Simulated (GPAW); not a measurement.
**KMgF3: optical spectrum from first principles**

Aim: the dielectric function of KMgF3, and the optical constants that follow from it.

Program: GPAW 26.7.0. Level of theory: DFT, LDA, plane-wave PAW (GPAW data sets), scalar-relativistic, RPA, optical limit. Results are calculated unless marked as measured.

Most raw output is cut from this account.

## Step 1: The structure

Symmetry: Pm-3m, No. 221, cubic system. The conventional cell has a = 3.986 Å, b = 3.986 Å, c = 3.986 Å, α = 90.00°, β = 90.00°, γ = 90.00°. Nearest to K lie 12 F at 2.82 Å. Nearest to Mg lie 6 F at 1.99 Å. Nearest to F lie 2 Mg at 1.99 Å and 4 K at 2.82 Å. Farther neighbours and most contacts between anions are not listed.

## Step 2: Ground state

First the ground state: is it a metal or has it a gap?

This step: DFT, LDA, plane-wave PAW (GPAW data sets), scalar-relativistic, ground state (GPAW 26.7.0).

Input file gs.py:

```python
from ase import Atoms
from ase.dft.bandgap import bandgap
from gpaw import GPAW, PW, FermiDirac

atoms = Atoms(['K', 'Mg', 'F', 'F', 'F'],
              cell=[[3.985900000000, 0.000000000000, 0.000000000000],
                    [0.000000000000, 3.985900000000, 0.000000000000],
                    [0.000000000000, 0.000000000000, 3.985900000000]],
              scaled_positions=[[0.500000000000, 0.500000000000, 0.500000000000],
                                [0.000000000000, 0.000000000000, 0.000000000000],
                                [0.000000000000, 0.000000000000, 0.500000000000],
                                [0.000000000000, 0.500000000000, 0.000000000000],
                                [0.500000000000, 0.000000000000, 0.000000000000]],
              pbc=[True, True, True])
atoms.calc = GPAW(mode=PW(500), xc='LDA', kpts={'size': (6, 6, 6), 'gamma': True},
                  occupations=FermiDirac(0.05), maxiter=150, txt='gs.txt')
print('energy (eV)', atoms.get_potential_energy())
print('Fermi level (eV)', atoms.calc.get_fermi_level())
print('valence electrons', atoms.calc.get_number_of_electrons())
print('gap (eV)', bandgap(atoms.calc, output=None)[0])
print('direct gap (eV)', bandgap(atoms.calc, direct=True, output=None)[0])
atoms.calc.write('gs.gpw')
```

The run is started by

```console
$ OMP_NUM_THREADS=1 python gs.py
```

It took 12 s on 1 thread of Arm Neoverse V2, shared host; peak memory 0.16 GiB.

Numbers from this step:

* energy: -26.70 eV
* Fermi energy: 2.556 eV
* gap on the k-mesh: 6.969 eV
* direct gap on the mesh: 7.291 eV
* electrons: 40

There is a gap, 6.97 eV on this mesh (points off the mesh can give less), so no carriers' term is needed.

## Step 3: Bands for the response

The response needs many more empty bands than the density does.

This step: DFT, LDA, plane-wave PAW (GPAW data sets), scalar-relativistic, bands at fixed density (GPAW 26.7.0).

Input file nscf.py:

```python
from ase.dft.bandgap import bandgap
from gpaw import GPAW, FermiDirac

calc = GPAW('gs.gpw').fixed_density(kpts={'size': (8, 8, 8), 'gamma': True}, nbands=49, convergence={'bands': 43},
                                    occupations=FermiDirac(0.001), txt='nscf.txt')
print('gap (eV)', bandgap(calc, output=None)[0])
print('direct gap (eV)', bandgap(calc, direct=True, output=None)[0])
print('top band over the Fermi level (eV)', min(calc.get_eigenvalues(kpt=k)[42] for k in range(len(calc.get_ibz_k_points()))) - calc.get_fermi_level())
calc.write('full.gpw', mode='all')
```

The run is started by

```console
$ OMP_NUM_THREADS=1 python nscf.py
```

Run time: 52 s. Hardware: 1 thread; peak memory 0.21 GiB.

This step gave:

| Property | Result |
| --- | --- |
| gap on the k-mesh | 6.968 eV |

## Step 4: Dielectric function, RPA

Local fields let the induced charge screen the field inside the cell, which as a rule lowers ε, most along directions where the density is uneven.

This step: DFT, LDA, plane-wave PAW (GPAW data sets), scalar-relativistic, RPA, optical limit (GPAW 26.7.0).

Input file df.py:

```python
from gpaw.response.df import DielectricFunction

df = DielectricFunction('full.gpw', frequencies={'type': 'nonlinear', 'domega0': 0.03, 'omega2': 8},
                        ecut=50,
                        eta=0.1,
                        nbands=43,
                        txt='df.txt')
for direction in ['x']:
    df.get_dielectric_function(xc='RPA', direction=direction, filename=f'df_{direction}.csv')
```

The run is started by

```console
$ OMP_NUM_THREADS=1 python df.py
```

It took 10 s on 1 thread; peak memory 0.31 GiB.

Numbers from this step:

- electronic dielectric constant ε∞, mean over x, y and z (by symmetry where fewer were run): 2.016
- main peak of Im epsilon, first axis: 11.21 eV

Some rows of df_x.csv (energy; Re and Im without local fields; Re and Im with them):

```text
0.000000, 2.121792, 0.000000, 2.015645, 0.000000
0.555532, 2.123591, 0.000649, 2.017313, 0.000602
1.143969, 2.129480, 0.001358, 2.022776, 0.001260
1.768324, 2.140428, 0.002161, 2.032941, 0.002008
2.431988, 2.157853, 0.003113, 2.049148, 0.002898
3.138794, 2.183917, 0.004303, 2.073450, 0.004019
3.893091, 2.222123, 0.005904, 2.109205, 0.005538
4.699832, 2.278683, 0.008280, 2.162425, 0.007817
5.564682, 2.366372, 0.012429, 2.245617, 0.011852
6.494155, 2.520884, 0.022878, 2.394230, 0.022202
7.495775, 2.932857, 0.202688, 2.800059, 0.204037
8.578281, 3.079842, 0.717206, 2.929186, 0.719885
9.751884, 2.993693, 0.975304, 2.800588, 0.970591
11.028587, 2.594309, 2.244131, 2.431314, 2.132116
12.422601, 1.679852, 1.159439, 1.389240, 1.144398
13.950874, 1.827928, 0.673299, 1.535321, 0.598648
15.633783, 2.403560, 1.416517, 1.847743, 1.217870
17.496047, 1.707453, 1.776279, 1.582916, 1.522257
19.567954, 1.331946, 3.124467, 0.740600, 1.663144
```

The Im ε, E ∥ x has structure finer than the step of the table below, so its rows give means over 0.5 eV, whole bins alone (the curve runs from 0 to 19.9 eV). Peaks (eV: height): 8.77: 0.917, 11.18: 2.49, 14.59: 1.10, 16.03: 1.37, 17.50: 1.52, 18.97: 1.81.

Values under the direct gap are tails of Lorentzian lines. Table of Im ε, E ∥ x by photon energy; means over each step:

```
photon energy (eV)  Im ε, E ∥ x
               0.5       5.4e-4
               1.0      0.00110
               1.5      0.00168
               2.0      0.00231
               2.5      0.00300
               3.0      0.00379
               3.5      0.00470
               4.0      0.00580
               4.5      0.00718
               5.0      0.00899
               5.5       0.0115
               6.0       0.0154
               6.5       0.0228
               7.0       0.0532
               7.5        0.243
               8.0        0.467
               8.5        0.589
               9.0        0.611
               9.5        0.823
              10.0        0.999
              10.5         1.71
              11.0         2.27
              11.5         2.14
              12.0         1.28
              12.5         1.20
              13.0         1.28
              13.5        0.854
              14.0        0.612
              14.5        0.945
              15.0        0.840
              15.5         1.06
              16.0         1.27
              16.5        0.899
              17.0         1.14
              17.5         1.41
              18.0         1.33
              18.5         1.60
              19.0         1.76
              19.5         1.68
```

Re ε, E ∥ x against photon energy:

```
photon energy (eV)  Re ε, E ∥ x
                 0         2.02
                 1         2.02
                 2         2.04
                 3         2.07
                 4         2.12
                 5         2.19
                 6         2.30
                 7         2.54
                 8         2.63
                 9         2.52
                10         2.96
                11         2.39
                12         1.18
                13         1.27
                14         1.56
                15         1.60
                16         1.56
                17         1.86
                18         1.65
                19         1.18
```

The Im ε, E ∥ x has structure finer than the step of the table below, so its rows give means over 1 eV, whole bins alone (the curve runs from 0 to 19.9 eV). Peaks (eV: height): without local fields 8.8: 0.907, 11.2: 2.58, 14.5: 1.15, 16.0: 1.74, 17.4: 1.88, 19.6: 3.12; with local fields 8.8: 0.917, 11.2: 2.49, 14.6: 1.10, 16.0: 1.37, 17.5: 1.52, 19.0: 1.81.

Values under the direct gap are tails of Lorentzian lines. Table of Im ε, E ∥ x by photon energy; means over each step:

```
photon energy (eV)  without local fields  with local fields
                 1               0.00119            0.00110
                 2               0.00249            0.00232
                 3               0.00407            0.00380
                 4               0.00622            0.00584
                 5               0.00957            0.00907
                 6                0.0164             0.0158
                 7                0.0695             0.0693
                 8                 0.416              0.421
                 9                 0.689              0.693
                10                  1.14               1.12
                11                  2.26               2.18
                12                  1.40               1.41
                13                  1.27               1.19
                14                 0.787              0.691
                15                 0.906              0.920
                16                  1.38               1.16
                17                  1.51               1.15
                18                  1.61               1.39
                19                  2.46               1.74
```

Refractive index n and extinction k against photon energy:

```
photon energy (eV)     n        k
               0.0  1.42        0
               0.5  1.42   1.9e-4
               1.0  1.42   3.9e-4
               1.5  1.42   5.9e-4
               2.0  1.43   8.1e-4
               2.5  1.43  0.00105
               3.0  1.44  0.00131
               3.5  1.45  0.00162
               4.0  1.45  0.00199
               4.5  1.47  0.00244
               5.0  1.48  0.00303
               5.5  1.50  0.00383
               6.0  1.52  0.00504
               6.5  1.55  0.00721
               7.0  1.60   0.0139
               7.5  1.68   0.0628
               8.0  1.63    0.140
               8.5  1.72    0.159
               9.0  1.59    0.147
               9.5  1.68    0.235
              10.0  1.74    0.247
              10.5  1.76    0.452
              11.0  1.67    0.630
              11.5  1.39    0.825
              12.0  1.20    0.515
              12.5  1.29    0.434
              13.0  1.25    0.544
              13.5  1.11    0.397
              14.0  1.27    0.243
              14.5  1.40    0.363
              15.0  1.30    0.311
              15.5  1.43    0.375
              16.0  1.35    0.503
              16.5  1.30    0.336
              17.0  1.42    0.410
              17.5  1.37    0.553
              18.0  1.37    0.473
              18.5  1.39    0.579
              19.0  1.29    0.693
              19.5  1.16    0.742
```

The reflectivity at normal incidence, E ∥ x has structure finer than the step of the table below, so its rows give means over 1 eV, whole bins alone (the curve runs from 0 to 19.9 eV). Peaks (eV: height): 8.6: 7.61, 10.8: 12.6, 11.5: 13.1, 13.0: 6.69, 16.0: 6.59, 17.5: 7.52, 19.4: 11.1.

The reflectivity at normal incidence, E ∥ x by photon energy; means over each step:

```
photon energy (eV)  reflectivity at normal incidence, E ∥ x (%)
                 1                                         3.03
                 2                                         3.10
                 3                                         3.23
                 4                                         3.43
                 5                                         3.74
                 6                                         4.25
                 7                                         5.33
                 8                                         6.30
                 9                                         6.81
                10                                         8.75
                11                                         12.0
                12                                         7.31
                13                                         5.61
                14                                         2.95
                15                                         4.26
                16                                         5.43
                17                                         5.56
                18                                         6.72
                19                                         9.62
```

At chosen wavelengths:

```
wavelength (nm)     n      k  R (%)     1/α
           1550  1.42  0.000    3.0  402 µm
           1064  1.42  0.000    3.0  187 µm
            633  1.43  0.001    3.1   64 µm
            532  1.43  0.001    3.1   44 µm
            450  1.44  0.001    3.2   30 µm
            405  1.44  0.001    3.2   24 µm
            308  1.45  0.002    3.4   12 µm
```

Below the direct gap, k and the depth come from the tails of the Lorentzian lines, not from transitions.

## Step 5: Results

```yaml
electronic_dielectric_constant_eps_infinity_mean_over_x_y_and_z_by_symmetry_where_fewer_were_run_rpa: 2.02
main_peak_of_im_epsilon_first_axis: 11.2 eV
```

What this shows: At this level (LDA, RPA) KMgF3 has ε∞ = 2.02 and n = 1.42 at 1550 nm, and Im ε peaks at 11.2 eV. On the mesh the gap is 6.97 eV and the least direct gap 7.29 eV, so on this mesh the band edges lie at different points. Local fields change the static value along x from 2.12 to 2.02 (-5 %). Distinct maxima of Im ε, read by a parabola through the highest points, lie at 10.82 eV (2.3), 11.21 eV (2.5), 17.48 eV (1.5) and 18.94 eV (1.8). Excitons and phonon-assisted transitions are missing; LDA gaps are as a rule too small, which pulls the onset down and ε∞ up. The sum runs over mesh points, so small or evenly spaced maxima can still be ripples of the mesh. In this version of GPAW the matrix elements of the optical limit are incomplete, which can lower ε − 1 by up to a tenth where first-row anions or d states rule, and shift it by more in d metals.

[Machine, clock and banner lines and Python warnings are left out of the logs.]

[Logs are printed without paths, hosts, clocks, repeated set-up lines and the standing remarks that a program may print on its own settings, such as how far it seeks lower states.]

[Hosts, paths, dates, database ids (printed as entryN), source tags and the programs' standing remarks are cut or masked in the printed files.]
